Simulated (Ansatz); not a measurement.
# SnO2 (Cassiterite): the dielectric response by several routes

Aim: the electronic dielectric constant of SnO2 (Cassiterite) by perturbation theory, a sum over states and the RPA step of G0W0.

Program: Ansatz 0.2.0. Level of theory: linear response on PBE, plane waves, PAW. Results are calculated unless marked as measured.

This is a report of a sequence of runs, with most program output left out.

### 1. Set-up

Symmetry: P4_2/mnm, No. 136, tetragonal system. The conventional cell has a = 4.738 Å, b = 4.738 Å, c = 3.187 Å, α = 90.00°, β = 90.00°, γ = 90.00°. Sn has 6 O at 2.05 to 2.06 Å nearest. O has 3 Sn at 2.05 to 2.06 Å nearest. Farther neighbours and most contacts between anions are not listed.

As a file:

```cif
data_structure
_symmetry_space_group_name_H-M 'P 1'
_symmetry_Int_Tables_number 1
_cell_length_a 4.7380
_cell_length_b 4.7380
_cell_length_c 3.1865
_cell_angle_alpha 90.000
_cell_angle_beta 90.000
_cell_angle_gamma 90.000
_cell_volume 71.53
loop_
_atom_site_label
_atom_site_type_symbol
_atom_site_fract_x
_atom_site_fract_y
_atom_site_fract_z
_atom_site_occupancy
Sn1 Sn 0.00000 0.00000 0.00000 1
Sn2 Sn 0.50000 0.50000 0.50000 1
O3 O 0.30710 0.30710 0.00000 1
O4 O 0.19290 0.80710 0.50000 1
O5 O 0.69290 0.69290 0.00000 1
O6 O 0.80710 0.19290 0.50000 1
```

The cell and positions come from the Crystallography Open Database and are kept as given unless a step says otherwise. The default PAW set here is soft_1. Its files were made with PBE.

### 2. Response to a homogeneous field

ε∞ sets how strongly the crystal screens. Perturbation theory gives it with local fields and without a sum over empty bands.

This step: dielectric response by perturbation theory, PBE, plane waves, PAW.

Input file input.yaml:

```yaml
crystal:
  lattice:
    - [4.738, 0.0, 0.0]
    - [0.0, 4.738, 0.0]
    - [0.0, 0.0, 3.1865]
  atoms:
    - { symbol: Sn, position: [0.0, 0.0, 0.0] }
    - { symbol: Sn, position: [0.5, 0.5, 0.5] }
    - { symbol: O, position: [0.3071, 0.3071, 0.0] }
    - { symbol: O, position: [0.1929, 0.8071, 0.5] }
    - { symbol: O, position: [0.6929, 0.6929, 0.0] }
    - { symbol: O, position: [0.8071, 0.1929, 0.5] }
kpoints:
  mp_grid: { grid: [4, 4, 6] }
hamiltonian:
  xc: pbe
  pseudopotentials: { kind: paw, azcp: { folder: "./paw" } }
scf:
  occupations: { method: fixed }
dielectric: {}
```

The run is started by

```sh
$ ansatz run input.yaml --threads 3 --pin off --max-ram 92160MiB --backend cuda --events-out ev --progress --plain --runs-dir out --devices 1 --max-vram 13GiB
```

Wall time 35 s (1 × NVIDIA H100 80GB HBM3 (shared by 6 runs) with 3 threads of AMD EPYC 7R13 (Zen 3), shared host); peak memory 1.3 GiB; 30 s of CPU time.

Numbers from this step:

- stated error of ε∞: 0.02

One over ε∞ averages 0.22, near the quarter of exact exchange in PBE0.

High-frequency dielectric tensor:

```
4.34 0.00 0.00
0.00 4.34 0.00
0.00 0.00 4.68
```

Born effective charge (e), principal values of the symmetric part by kind of site:

```
atom  atoms with these values    low  middle   high   mean
 Sn1                        2   3.66    4.53   4.59   4.26
  O3                        4  -2.79   -2.27  -1.33  -2.13
```

In full for Sn1:

```
4.12 0.47 0.00
0.47 4.12 0.00
0.00 0.00 4.53
```

### 3. Independent-particle spectrum

The independent-particle spectrum shows where the oscillator strength lies, before excitons and local fields.

This step: independent-particle optics on PBE, plane waves, PAW.

input.yaml, as its differences from that of step 2:

```diff
@@ -13,3 +13,3 @@
 kpoints:
-  mp_grid: { grid: [4, 4, 6] }
+  mp_grid: { grid: [6, 6, 8] }
 hamiltonian:
@@ -19,2 +19,4 @@
   occupations: { method: fixed }
-dielectric: {}
+  n_extra_bands: 49
+output:
+  optics: { e_range: [0, 25], de: 0.1, sigma: 0.2 }
```

Run time: 34 s. Hardware: 1 × NVIDIA H100 80GB HBM3 (shared by 6 runs) with 3 threads; peak memory 1.6 GiB.

Numbers from this step:

| Property | Result |
| --- | --- |
| ε∞ without local fields (xx, yy, zz) | 4.411, 4.411, 4.733 |
| electrons in the f-sum (xx, yy, zz) | 37.83, 37.83, 38.42 |
| bands in the explicit sum (the static value is completed to all bands) | 75 |

The sum gives ε∞ = 4.41 and 4.73 without local fields.

The ε₂ has structure finer than the step of the table below, so its rows give means over 1 eV, whole bins alone (the curve runs from 0 to 25 eV). Peaks (eV: height): xx=yy 7.0: 4.61, 9.8: 4.69, 14.3: 4.33; zz 8.6: 8.18, 13.7: 3.82.

Independent particles, no local fields, Gaussian width 0.2 eV. Table of ε₂ by photon energy; means over each step:

```
photon energy (eV)   xx=yy       zz
                 1  4.4e-4        0
                 2   0.334  0.00751
                 3    1.11    0.354
                 4    1.26     1.47
                 5    1.37     1.98
                 6    2.49     2.74
                 7    3.96     3.57
                 8    2.45     6.43
                 9    3.15     6.57
                10    4.05     4.67
                11    2.70     2.82
                12    2.33     1.89
                13    2.78     2.56
                14    3.94     3.37
                15    2.86     2.37
                16    2.21     2.15
                17    1.88     1.84
                18    1.42     1.24
                19    1.01    0.906
                20   0.870    0.777
                21   0.861    0.632
                22   0.795    0.545
                23   0.715    0.545
                24   0.573    0.609
```

The loss function has structure finer than the step of the table below, so its rows give means over 1 eV, whole bins alone (the curve runs from 0 to 25 eV). Peaks (eV: height): xx=yy 23.4: 1.23; zz 12.0: 0.532, 21.5: 1.55, 24.6: 1.09.

Independent particles, no local fields, Gaussian width 0.2 eV. Table of loss function by photon energy; means over each step:

```
photon energy (eV)   xx=yy      zz
                 1  2.1e-5       0
                 2  0.0125  2.8e-4
                 3  0.0475  0.0101
                 4  0.0576  0.0407
                 5  0.0576  0.0556
                 6  0.0737  0.0654
                 7   0.149  0.0814
                 8   0.174  0.0858
                 9   0.138   0.154
                10   0.211   0.215
                11   0.300   0.358
                12   0.292   0.460
                13   0.226   0.290
                14   0.220   0.291
                15   0.356   0.421
                16   0.453   0.464
                17   0.528   0.520
                18   0.691   0.752
                19   0.985    1.08
                20    1.08    1.29
                21    1.01    1.45
                22    1.05    1.29
                23    1.13   0.980
                24    1.09    1.02
```

### 4. RPA screening from the G0W0 run

G0W0 replaces the xc potential by the self-energy, built once from these orbitals. Only a window of levels is corrected, while the sums run over the empty bands that the input names.

This step: G0W0 on PBE, plane waves, PAW.

input.yaml, the sections that differ from step 3:

```yaml
kpoints:
  mp_grid: { grid: [4, 4, 6] }
scf:
  occupations: { method: fixed }
gw:
  n_empty_bands: 566
  ecut_chi: 230.0
  qp_bands: [v2, c2]
  qp_kpoints: band_edges
  screening: { model: contour_deformation }
# crystal, hamiltonian: as in step 3
# output: removed
```

Elapsed: 48 s, on 1 × NVIDIA H100 80GB HBM3 (shared by 6 runs) with 3 threads; peak memory 2.8 GiB.

Numbers from this step:

| Item | Value |
| --- | --- |
| bands summed | 592 |
| RPA ε∞ on this mesh (eigenvalues) | 4.312, 4.312, 4.538 |
| plane waves in the screening matrix | 563 |
| G0W0 gap on the mesh | 2.844 eV |
| k of the valence top | 0, 0, 0 |
| k of the conduction bottom | 0, 0, 0 |
| starting gap on the mesh | 1.283 eV |
| least direct G0W0 gap on the computed points | 2.844 eV |

The gap on the mesh goes from 1.28 eV to 2.84 eV, a correction of +1.56 eV. Between the two edge states, bare exchange in place of the xc potential would open the gap by 10.15 eV, and correlation takes back 8.59 eV.

Mean over the mesh in bins of 0.25 1/Å. Static inverse dielectric function, diagonal against length of q+G:

length of q+G (Å⁻¹), static inverse dielectric function, diagonal and a bar from the least value:
```
     0.33      0.260 
     0.51      0.289 #
     0.76      0.340 ###
     1.03      0.399 ######
     1.27      0.457 ########
     1.50      0.507 ##########
     1.74      0.561 ############
     2.01      0.618 ###############
     2.26      0.665 #################
     2.50      0.707 ##################
     2.76      0.746 ####################
     3.01      0.779 #####################
     3.25      0.807 #######################
     3.49      0.831 ########################
     3.75      0.852 ########################
     4.01      0.872 #########################
     4.27      0.888 ##########################
     4.51      0.902 ###########################
     4.75      0.914 ###########################
     5.00      0.925 ###########################
     5.25      0.935 ############################
     5.49      0.944 ############################
     5.75      0.952 #############################
     6.01      0.959 #############################
     6.26      0.964 #############################
     6.50      0.969 #############################
     6.75      0.974 #############################
     7.00      0.978 ##############################
     7.25      0.981 ##############################
     7.50      0.984 ##############################
     7.70      0.986 ##############################
```

### 5. The values together

Times are wall times on 1 × NVIDIA H100 80GB HBM3 (shared by 6 runs) with 3 threads of AMD EPYC 7R13 (Zen 3), shared host, good to a factor of about two.

```
                                          method                            mesh  ε∞, low  middle  high  mean  time
perturbation theory (local fields and xc kernel)  4×4×6 (response on 288 points)     4.34    4.34  4.68  4.45  35 s
               sum over states (no local fields)                           6×6×8     4.41    4.41  4.73  4.52  34 s
           RPA with local fields, on the GW mesh                           4×4×6     4.31    4.31  4.54  4.39  48 s
```

### 6. Outcome

* perturbation theory (local fields and xc kernel): 4.34, 4.34, 4.68
* sum over states (no local fields): 4.41, 4.41, 4.73
* RPA with local fields, on the GW mesh: 4.31, 4.31, 4.54

Mean Born effective charge: Sn1 4.26, O3 -2.13 e. Distinct peaks of the ε₂ (xx=yy) stand at 7.0, 9.8 and 14.3 eV; the one at 9.8 eV is strongest. The loss function (xx=yy) has its highest peak at 23.4 eV. The sum without local fields gives 4.52 in the mean against 4.45 by perturbation theory; local fields lower ε∞ and the xc kernel gives part of it back, though the sum also carries the error of its own mesh. The RPA values on the 4×4×6 mesh average 0.98 times those of perturbation theory (means 4.39 and 4.45). Without the xc kernel RPA should lie a little lower, and the mean does, by little. PBE usually puts the gap too low, which tends to raise ε∞. Ions are clamped, so the lattice part of the static constant is not in these numbers.

[Paths, hosts, dates, memory and timing lines, banners, echoed tables and standing remarks are left out of the program output.]

[Logs are printed without paths, hosts, clocks, repeated set-up lines and the standing remarks that a program may print on its own settings, such as how far it seeks lower states.]

[Runs of the session that timed out or met a known fault of the program may be left out.]

[Cells called generated may have been cut or substituted from an entry of the Crystallography Open Database or the Materials Project.]

[Hosts, paths, dates, database ids (printed as entryN), source tags and the programs' standing remarks are cut or masked in the printed files.]
